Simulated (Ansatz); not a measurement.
# Ca2C (model cell, started as antifluorite): the cell at rest

Aim: bring Ca2C (model cell, started as antifluorite) to small forces and stress, as phonons need.

Main program and level: Ansatz 0.2.0; DFT PBEsol, scalar-relativistic, plane waves, PAW.

This is a report of a sequence of runs, with most program output left out.

The structure was built from a prototype and need not be the compound's stable phase.

## (1) The structure

Symmetry: Fm-3m, No. 225, cubic system. The conventional cell has a = 5.543 Å, b = 5.543 Å, c = 5.543 Å, α = 90.00°, β = 90.00°, γ = 90.00°. Nearest to C lie 8 Ca at 2.40 Å. Ca has 4 C at 2.40 Å nearest. Farther neighbours are not listed.

Structure file:

```cif
data_structure
_symmetry_space_group_name_H-M 'P 1'
_symmetry_Int_Tables_number 1
_cell_length_a 3.9192
_cell_length_b 3.9192
_cell_length_c 3.9192
_cell_angle_alpha 60.000
_cell_angle_beta 60.000
_cell_angle_gamma 60.000
_cell_volume 42.57
loop_
_atom_site_label
_atom_site_type_symbol
_atom_site_fract_x
_atom_site_fract_y
_atom_site_fract_z
_atom_site_occupancy
C1 C 0.00000 0.00000 0.00000 1
Ca2 Ca 0.25000 0.25000 0.25000 1
Ca3 Ca 0.75000 0.75000 0.75000 1
```

## (2) A coarse first look

A quick single point on a coarse mesh tells whether the cell has a gap and how far it is from rest, which sets the k mesh and smearing that follow.

input.yaml reads:

```yaml
crystal:
  lattice:
    - [0.0, 2.77128, 2.77128]
    - [2.77128, 0.0, 2.77128]
    - [2.77128, 2.77128, 0.0]
  atoms:
    - { symbol: C, position: [0.0, 0.0, 0.0] }
    - { symbol: Ca, position: [0.25, 0.25, 0.25] }
    - { symbol: Ca, position: [0.75, 0.75, 0.75] }
kpoints:
  mp_grid: { grid: [6, 6, 6] }
hamiltonian:
  xc: pbesol
scf:
  occupations: { method: gaussian, width: 0.1 }
output:
  forces: true
  stress: true
  eigenvalues: true
```

Started as:

```bash
$ ansatz run input.yaml --threads 4 --pin off --max-ram 7168MiB --backend cpu --events-out ev --progress --plain --runs-dir out
```

It took 0.78 s on 4 threads of Arm Neoverse V2, shared host; peak memory 0.27 GiB; 1.3 s of CPU time.

This step gave:

```
pressure          : 34.05 GPa
volume per atom   : 14.19 Å³
gap on the k-mesh : 0 eV
```

The coarse mesh shows no gap and a pressure of 34.1 GPa.

## (3) Coarse relaxation

A rough relaxation comes first, because large forces or stress need no tight tolerances yet.

Changes to input.yaml since step 2:

```diff
@@ -19 +19,6 @@
   eigenvalues: true
+relax:
+  adjacent_minimum: "off"
+  f_tol: 0.05
+  max_steps: 80
+  cell: { stress_tol: 0.5 }
```

The job ended after 1.9 s (4 threads; peak memory 0.31 GiB; 6 s of CPU time).

Relaxation path:

```tsv
step	energy less that of the first step (eV)	largest force component (eV/Å)	pressure (GPa)	volume (Å³)
1	0.0000	0.0000	34.05	42.57
2	-0.9645	0.0000	15.47	49.10
3	-1.3550	0.0000	3.12	56.26
4	-1.3773	0.0000	0.46	58.41
5*	-1.4222	0.0000	1.31	58.41
6	-1.4266	0.0000	0.18	59.52
7*	-1.4273	0.0000	0.18	59.52
```

Relaxation steps marked * repeat the geometry before them on a plane-wave basis chosen anew for their cell, so energy and pressure can jump there.

The run keeps the 48 symmetry operations that it works with, so distortions that break them were not tested.

```tsv
conventional cell, symmetrised	before	after	change
a (Å)	5.543	6.198	+11.8 %
b (Å)	5.543	6.198	+11.8 %
c (Å)	5.543	6.198	+11.8 %
volume (Å³/atom)	14.19	19.84	+39.8 %
```

Final coordinates:

```xyz
3
Lattice="0.0000 3.0989 3.0989 3.0989 0.0000 3.0989 3.0989 3.0989 0.0000" Properties=species:S:1:pos:R:3 pbc="T T T"
C     0.0000    0.0000    0.0000
Ca    1.5494    1.5494    1.5494
Ca    4.6483    4.6483    4.6483
```

Numbers from this step:

```
pressure           : 0.1827 GPa
volume per atom    : 19.84 Å³
gap on the k-mesh  : 0.1618 eV
direct gap on mesh : 0.1618 eV
```

In this step the volume went from 14.19 to 19.84 Å³/atom.

## (4) Bringing the structure to rest

The cell and atoms are relaxed, since residual forces and stress would shift the frequencies.

input.yaml reads:

```yaml
crystal:
  lattice:
    - [0.0, 3.0988879981, 3.0988879981]
    - [3.0988879981, 0.0, 3.0988879981]
    - [3.0988879981, 3.0988879981, 0.0]
  atoms:
    - { symbol: C, position: [0.0, 0.0, 0.0] }
    - { symbol: Ca, position: [0.25, 0.25, 0.25] }
    - { symbol: Ca, position: [0.75, 0.75, 0.75] }
kpoints:
  mp_grid: { grid: [10, 10, 10] }
hamiltonian:
  xc: pbesol
scf:
  occupations: { method: gaussian, width: 0.01 }
output:
  forces: true
  stress: true
  eigenvalues: true
relax:
  adjacent_minimum: "off"
  f_tol: 0.005
  max_steps: 80
  cell: { stress_tol: 0.05 }
```

Wall time 2.9 s (4 threads); peak memory 0.36 GiB; 9.1 s of CPU time.

The steps of the relaxation:

```tsv
step	energy less that of the first step (eV)	largest force component (eV/Å)	pressure (GPa)	volume (Å³)
1	0.0000	0.0000	0.21	59.52
2	0.0002	0.0000	-0.18	59.92
3	0.0000	0.0000	0.00	59.73
4*	-0.0001	0.0000	0.00	59.73
```

Relaxation steps marked * repeat the geometry before them on a plane-wave basis chosen anew for their cell, so energy and pressure can jump there.

Forces are held to the 48 operations that the run works with; a distortion that breaks them can't arise in this run.

```tsv
conventional cell, symmetrised	before	after	change
a (Å)	6.198	6.205	+0.1 %
b (Å)	6.198	6.205	+0.1 %
c (Å)	6.198	6.205	+0.1 %
volume (Å³/atom)	19.84	19.91	+0.4 %
```

The relaxed structure:

```xyz
3
Lattice="0.0000 3.1026 3.1026 3.1026 0.0000 3.1026 3.1026 3.1026 0.0000" Properties=species:S:1:pos:R:3 pbc="T T T"
C     0.0000    0.0000    0.0000
Ca    1.5513    1.5513    1.5513
Ca    4.6539    4.6539    4.6539
```

Numbers from this step:

```yaml
pressure: 0.001687 GPa
gap_on_the_k_mesh: 0.1622 eV
volume_per_atom: 19.91 Å³
direct_gap_on_mesh: 0.1622 eV
```

In this step the volume went from 19.84 to 19.91 Å³/atom.

## (5) Relaxing to small forces for the phonons

Phonons need a cell at rest on their own settings, so the relaxation is repeated with tight tolerances on forces and stress, using the mesh and the filling of the phonon run that follows.

input.yaml, the sections that differ from step 4:

```yaml
crystal:
  lattice:
    - [0.0, 3.1025879259, 3.1025879259]
    - [3.1025879259, 0.0, 3.1025879259]
    - [3.1025879259, 3.1025879259, 0.0]
  atoms:
    - { symbol: C, position: [0.0, 0.0, 0.0] }
    - { symbol: Ca, position: [0.25, 0.25, 0.25] }
    - { symbol: Ca, position: [0.75, 0.75, 0.75] }
kpoints:
  mp_grid: { grid: [12, 12, 12] }
relax:
  adjacent_minimum: "off"
  f_tol: 0.001
  max_steps: 60
  cell: { stress_tol: 0.01 }
# hamiltonian, scf, output: as in step 4
```

Elapsed: 1.8 s, on 4 threads; peak memory 0.38 GiB; 6.6 s of CPU time.

Little changed from the start: no atom moved by 0.005 Å and no cell edge by 0.1 %.

Numbers from this step:

| Item | Value |
| --- | --- |
| pressure | 0.002031 GPa |
| gap on the k-mesh | 0.1623 eV |
| direct gap on mesh | 0.1623 eV |

The forces vanish by symmetry and the pressure is 0.002 GPa, within the tolerances set. The cell now holds 19.91 Å³/atom.

## (6) Results

| Property | Result |
| --- | --- |
| space group after relaxation | Fm-3m |
| lattice constant a | 6.205 Å |
| lattice constant b | 6.205 Å |
| lattice constant c | 6.205 Å |
| volume per atom | 19.9 Å³ |
| gap on the k-mesh | 0.162 eV |

The forces vanish by symmetry and the pressure is 0.002 GPa, within the tolerances set. The cell now holds 19.91 Å³/atom. The relaxation keeps the symmetry of its start, so it says nothing on stability against lower symmetry. The starting cell was built on a prototype and not taken from a measurement, so the phase need not exist.

[Logs are printed without paths, hosts, clocks, repeated set-up lines and the standing remarks that a program may print on its own settings, such as how far it seeks lower states.]

[Hosts, paths, dates, database ids (printed as entryN), source tags and the programs' standing remarks are cut or masked in the printed files.]
